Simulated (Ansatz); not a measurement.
# How Pt(111) screens a field

Where does the screening charge of Pt(111) sit?

Program: Ansatz 0.2.0. Level of theory: plane-wave DFT, r2SCAN, Ansatz PAW, in the first sound run; inputs show where later runs differ. Values are calculated unless marked as measured.

Report form: inputs, costs, results and the conclusion, without the logs.

### Step 1. Set-up

The cell holds 9 atoms: 9 Pt. Cell: a = 2.772 Å, b = 2.772 Å, c = 36.106 Å, α = 90.0°, β = 90.0°, γ = 60.0°. Vacuum lies along c.

### Step 2. Single point, field 0

A sawtooth potential applies the field, turning back in the middle of the vacuum. With the dipole correction the typed value is the field outside the slab. The induced dipole is small, so the SCF threshold is tight.

The input, input.yaml:

```yaml
crystal:
  lattice:
    - [2.7718585823, 0.0, 0.0]
    - [1.3859292911, 2.4004999479, 0.0]
    - [0.0, 0.0, 36.1057044418]
  atoms:
    - { symbol: Pt, position: [0.3333333333, 0.3333333333, 0.2492680904] }
    - { symbol: Pt, position: [0.6666666667, 0.6666666667, 0.3119510678] }
    - { symbol: Pt, position: [0.0, 0.0, 0.3746340452] }
    - { symbol: Pt, position: [0.3333333333, 0.3333333333, 0.4373170226] }
    - { symbol: Pt, position: [0.6666666667, 0.6666666667, 0.5] }
    - { symbol: Pt, position: [0.0, 0.0, 0.5626829774] }
    - { symbol: Pt, position: [0.3333333333, 0.3333333333, 0.6253659548] }
    - { symbol: Pt, position: [0.6666666667, 0.6666666667, 0.6880489322] }
    - { symbol: Pt, position: [0.0, 0.0, 0.7507319096] }
kpoints:
  mp_grid: { grid: [24, 24, 1] }
hamiltonian:
  xc: r2scan
scf:
  occupations: { method: fermi_dirac, width: 0.1 }
  convergence: { dr2_threshold: 1.0e-10 }
efield:
  axis: 3
  dipole_correction: true
  ramp_position: 0.97
  ramp_width: 0.06
  amplitude: 0
output:
  forces: true
  write_potential: true
  write_density: true
  volumetric_format: npy
```

Launch:

```
$ ansatz run input.yaml --threads 4 --pin off --max-ram 12288MiB --backend cpu --events-out ev --progress --plain --runs-dir out
```

Wall time 2.7 min (4 threads of Arm Neoverse V2, shared host); peak memory 2 GiB; 11 min of CPU time.

Read from the output:

```yaml
energy_at_zero_smearing: -112829.7025 eV
work_function_upper_face: 5.732 eV
dipole_along_the_normal: 1.37e-7 e·Å
```

Running mean over 2.263 Å of the planar mean; the ramp of the sawtooth is left out. Table of electron's electrostatic potential energy less the Fermi level by z:

z (Å), electron's electrostatic potential energy less the Fermi level (eV) and a bar from the least value:
```
        4        5.7 ##############################
        5        5.7 ##############################
        6        5.7 ##############################
        7        4.7 ############################
        8       -4.8 ############
        9      -11.3 #
       10      -11.8 
       11      -11.9 
       12      -12.0 
       13      -12.0 
       14      -12.0 
       15      -12.0 
       16      -12.0 
       17      -12.0 
       18      -12.0 
       19      -12.0 
       20      -12.0 
       21      -12.0 
       22      -12.0 
       23      -12.0 
       24      -12.0 
       25      -12.0 
       26      -11.8 
       27      -11.4 #
       28       -6.1 ##########
       29        4.3 ############################
       30        5.7 ##############################
       31        5.7 ##############################
       32        5.7 ##############################
```

Force by atom:

| atom | x (eV/Å) | y (eV/Å) | z (eV/Å) | size |
| --- | --- | --- | --- | --- |
| Pt1 | 0.000 | 0.000 | -0.316 | 0.316 |
| Pt2 | 0.000 | 0.000 | 0.204 | 0.204 |
| Pt3 | 0.000 | 0.000 | -0.030 | 0.030 |
| Pt4 | 0.000 | 0.000 | -0.050 | 0.050 |
| Pt5 | 0.000 | 0.000 | 0.000 | 0.000 |
| Pt6 | 0.000 | 0.000 | 0.050 | 0.050 |
| Pt7 | 0.000 | 0.000 | 0.030 | 0.030 |
| Pt8 | 0.000 | 0.000 | -0.204 | 0.204 |
| Pt9 | 0.000 | 0.000 | 0.316 | 0.316 |

The work function of the upper face is 5.73 eV.

### Step 3. Atoms held, field 0.05 V/Å

input.yaml: that of step 2 with these lines changed.

```diff
@@ -27,3 +27,3 @@
   ramp_width: 0.06
-  amplitude: 0
+  amplitude: 0.05
 output:
```

Wall time 2.6 min (4 threads); peak memory 2.1 GiB; 10 min of CPU time.

The dipole is 0.0390 e·Å.

### Step 4. Atoms held, field -0.05 V/Å

input.yaml: that of step 3 with these lines changed.

```diff
@@ -27,3 +27,3 @@
   ramp_width: 0.06
-  amplitude: 0.05
+  amplitude: -0.05
 output:
```

It took 2.6 min on 4 threads; peak memory 2 GiB.

The dipole is -0.0390 e·Å.

### Step 5. Atoms held, field 0.1 V/Å

input.yaml: that of step 4 with these lines changed.

```diff
@@ -27,3 +27,3 @@
   ramp_width: 0.06
-  amplitude: -0.05
+  amplitude: 0.1
 output:
```

It took 2.8 min on 4 threads; peak memory 2.1 GiB.

The dipole is 0.0780 e·Å.

### Step 6. Atoms held, field -0.1 V/Å

input.yaml: that of step 5 with these lines changed.

```diff
@@ -27,3 +27,3 @@
   ramp_width: 0.06
-  amplitude: 0.1
+  amplitude: -0.1
 output:
```

Run time: 2.8 min. Hardware: 4 threads; peak memory 2 GiB; 11 min of CPU time.

The dipole is -0.0780 e·Å.

### Step 7. Atoms held, field 0.2 V/Å

input.yaml: that of step 6 with these lines changed.

```diff
@@ -27,3 +27,3 @@
   ramp_width: 0.06
-  amplitude: -0.1
+  amplitude: 0.2
 output:
```

Elapsed: 2.9 min, on 4 threads; peak memory 2.1 GiB.

The dipole is 0.156 e·Å.

### Step 8. Single point, field -0.2 V/Å

input.yaml: that of step 7 with these lines changed.

```diff
@@ -27,3 +27,3 @@
   ramp_width: 0.06
-  amplitude: 0.2
+  amplitude: -0.2
 output:
```

Wall time 2.9 min (4 threads); peak memory 2.1 GiB.

The dipole is -0.156 e·Å.

### Step 9. Single point, field 0.4 V/Å

input.yaml: that of step 8 with these lines changed.

```diff
@@ -27,3 +27,3 @@
   ramp_width: 0.06
-  amplitude: -0.2
+  amplitude: 0.4
 output:
@@ -33 +33,2 @@
   volumetric_format: npy
+  elf: true
```

The job ended after 3.1 min (4 threads; peak memory 2 GiB; 12 min of CPU time).

Running mean over 2.263 Å of the planar mean, with the applied field; the ramp of the sawtooth is left out. The electron's electrostatic potential energy less the Fermi level by z:

```csv
z (Å),electron's electrostatic potential energy less the Fermi level (eV)
4,4.36
5,4.76
6,5.10
7,4.44
8,-4.82
9,-11.3
10,-11.8
11,-11.9
12,-12.0
13,-12.0
14,-12.0
15,-12.0
16,-12.0
17,-12.0
18,-12.0
19,-12.0
20,-12.0
21,-12.0
22,-12.0
23,-12.0
24,-12.0
25,-12.0
26,-11.8
27,-11.4
28,-6.01
29,4.52
30,6.22
31,6.68
32,7.08
```

The dipole is 0.312 e·Å.

### Step 10. The response

This step: plane-wave DFT, r2SCAN, Ansatz PAW; screening of a field by a metal slab (Ansatz 0.2.0).

The dipoles give the slope, and the difference of two potentials shows where the field is screened.

This step gave:

- equivalent conductor thickness p/(ε₀AE): 21.20 Å
- distance between the outer atoms: 18.11 Å
- inner field over outer field: -6.13e-5
- image plane, upper face: 1.548 Å
- induced electrons on the upper face over ε₀E: -0.9998
- image plane, lower face: 1.548 Å
- induced electrons on the lower face over ε₀E: 0.9997

Dipole of the cell against applied field:

```csv
applied field (V/Å),dipole of the cell (e·Å)
-0.200,-0.156
-0.100,-0.0780
-0.050,-0.0390
0.000,0
0.050,0.0390
0.100,0.0780
0.200,0.156
0.400,0.312
```

Local field over the applied field, running mean. From the potentials at -0.05 and 0.05 V/Å; running mean over 2.263 Å. The local field over applied field by z:

```
z (Å)  local field over applied field
    5                           0.993
    6                           0.946
    7                           0.705
    8                           0.288
    9                          0.0151
   10                         0.00146
   11                         0.00530
   12                         -5.8e-4
   13                          2.6e-4
   14                         -8.8e-4
   15                         -4.6e-4
   16                         -2.9e-4
   17                          1.3e-5
   18                          1.4e-4
   19                         -5.3e-5
   20                         -1.8e-4
   21                         -6.1e-4
   22                         -8.3e-4
   23                          4.5e-4
   24                         -7.7e-4
   25                         0.00516
   26                         0.00165
   27                         0.00423
   28                           0.248
   29                           0.662
   30                           0.933
   31                           0.992
```

The induced electron density oscillates, so the rows of the table below give means over 1 Å (shorter at the two ends). Its distinct maxima (Å: e/Å³ per V/Å): 7.9: 0.00457, 9.0: 0.00102, 26.7: 6.9e-4, 27.4: 0.0011. Distinct minima: 8.7: -0.0011, 9.4: -6.9e-4, 27.1: -0.00102, 28.2: -0.00457.

Electrons, planar mean, per unit field. Table of induced electron density by z; means over each step:

z (Å), induced electron density (e/Å³ per V/Å) and a bar from the least value:
```
        5    0.00004 ##############
        6    0.00036 ################
        7    0.00203 ########################
        8    0.00330 ##############################
        9   -0.00019 #############
       10   -0.00013 #############
       11    0.00010 ##############
       12    0.00000 ##############
       13    0.00002 ##############
       14    0.00001 ##############
       15   -0.00001 ##############
       16    0.00000 ##############
       17   -0.00001 ##############
       18    0.00000 ##############
       19    0.00001 ##############
       20    0.00000 ##############
       21    0.00001 ##############
       22   -0.00003 ##############
       23   -0.00001 ##############
       24    0.00002 ##############
       25   -0.00010 #############
       26    0.00010 ##############
       27    0.00013 ##############
       28   -0.00282 
       29   -0.00234 ##
       30   -0.00044 ############
       31   -0.00005 ##############
```

By hand: between -0.05 and 0.05 V/Å the dipole changes by 0.07796 e·Å, a slope of 0.7796 e·Å²/V. A perfect conductor of thickness t has p = ε₀AEt, so t = 180.95 × 0.7796 / 6.654 = 21.20 Å (e/ε₀ = 180.95 V·Å, A in Å²). Less the 18.11 Å between the outer atoms, and halved, that puts each image plane 1.55 Å out.

The induced dipole is that of a conductor 21.20 Å thick.

### Step 11. Varying the input: hamiltonian.pseudopotentials = {"kind": "nc"}

This step: plane-wave DFT, r2SCAN, Ansatz PAW, but for the change named below (Ansatz 0.2.0).

A run with a changed input: it repeats the earlier run at 0.05 V/Å with hamiltonian.pseudopotentials to kind: nc.

input.yaml: that of step 9 with these lines changed.

```diff
@@ -19,2 +19,3 @@
   xc: r2scan
+  pseudopotentials: { kind: nc }
 scf:
@@ -27,3 +28,3 @@
   ramp_width: 0.06
-  amplitude: 0.4
+  amplitude: 0.05
 output:
@@ -33,2 +34 @@
   volumetric_format: npy
-  elf: true
```

Run time: 5.5 min. Hardware: 4 threads; peak memory 5.2 GiB.

Read from the output:

* energy at zero smearing: -33173.1564 eV
* dipole along the normal: 0.03897 e·Å

Force by atom:

```
atom  x (eV/Å)  y (eV/Å)  z (eV/Å)   size
 Pt1     0.000     0.000    -0.327  0.327
 Pt2     0.000     0.000     0.205  0.205
 Pt3     0.000     0.000    -0.030  0.030
 Pt4     0.000     0.000    -0.050  0.050
 Pt5     0.000     0.000     0.000  0.000
 Pt6     0.000     0.000     0.050  0.050
 Pt7     0.000     0.000     0.031  0.031
 Pt8     0.000     0.000    -0.204  0.204
 Pt9     0.000     0.000     0.326  0.326
```

| quantity | this run | earlier run | difference |
| --- | --- | --- | --- |
| dipole along the normal (e·Å) | 0.03897 | 0.03898 | -1.2e-5 |

The dipole moves by under 0.5 % or 5e-5 e·Å. The run took 11 SCF cycles against 22.

### Step 12. The same run with other settings: crystal.symmetry = {"detect": false}

This step: plane-wave DFT, r2SCAN, Ansatz PAW (Ansatz 0.2.0).

Another changed input: it repeats the earlier run at 0.05 V/Å with crystal.symmetry to detect: false.

input.yaml: that of step 11 with these lines changed.

```diff
@@ -15,2 +15,3 @@
     - { symbol: Pt, position: [0.0, 0.0, 0.7507319096] }
+  symmetry: { detect: false }
 kpoints:
@@ -19,3 +20,2 @@
   xc: r2scan
-  pseudopotentials: { kind: nc }
 scf:
```

Wall time 12 min (4 threads); peak memory 5.4 GiB.

Numbers from this step:

* energy at zero smearing: -112829.7035 eV
* dipole along the normal: 0.03898 e·Å

Force by atom:

| atom | x (eV/Å) | y (eV/Å) | z (eV/Å) | size |
| --- | --- | --- | --- | --- |
| Pt1 | 0.000 | 0.000 | -0.317 | 0.317 |
| Pt2 | 0.000 | 0.000 | 0.204 | 0.204 |
| Pt3 | 0.000 | 0.000 | -0.030 | 0.030 |
| Pt4 | 0.000 | 0.000 | -0.050 | 0.050 |
| Pt5 | 0.000 | 0.000 | 0.000 | 0.000 |
| Pt6 | 0.000 | 0.000 | 0.050 | 0.050 |
| Pt7 | 0.000 | 0.000 | 0.031 | 0.031 |
| Pt8 | 0.000 | 0.000 | -0.204 | 0.204 |
| Pt9 | 0.000 | 0.000 | 0.315 | 0.315 |

```csv
quantity,this run,earlier run,difference
dipole along the normal (e·Å),0.03898,0.03898,-2.2e-6
```

The dipole moves by under 0.5 % or 5e-5 e·Å.

### Step 13. Outcome

| Property | Result |
| --- | --- |
| work function | 5.73 eV |
| image plane, upper face | 1.55 Å |
| induced electrons on the upper face over ε₀E | -1.000 |
| equivalent conductor thickness p/(ε₀AE) | 21.2 Å |
| inner field over outer field | -6.1e-5 |

What this shows: The induced charge has its centre 1.55 Å outside the outermost atoms; this is the plane from which a capacitor's gap or an image potential counts. The equivalent conductor thickness exceeds the distance between the outer atoms by 3.10 Å, about the sum of the two image-plane distances. In the middle of the slab the field is screened to under 0.5 % of its outer value. The atoms are held at bulk positions with the tabulated experimental lattice constant.

[Long decimals in the printed logs are rounded to 6 places.]

[Logs are printed without paths, hosts, clocks, repeated set-up lines and the standing remarks that a program may print on its own settings, such as how far it seeks lower states.]

[Hosts, paths, dates, database ids (printed as entryN), source tags and the programs' standing remarks are cut or masked in the printed files.]

[Maps of the electrostatic potential energy from Ansatz leave out the sawtooth potential of an applied field or a dipole correction, so their vacuum need not be flat; planar profiles and work functions include it.]
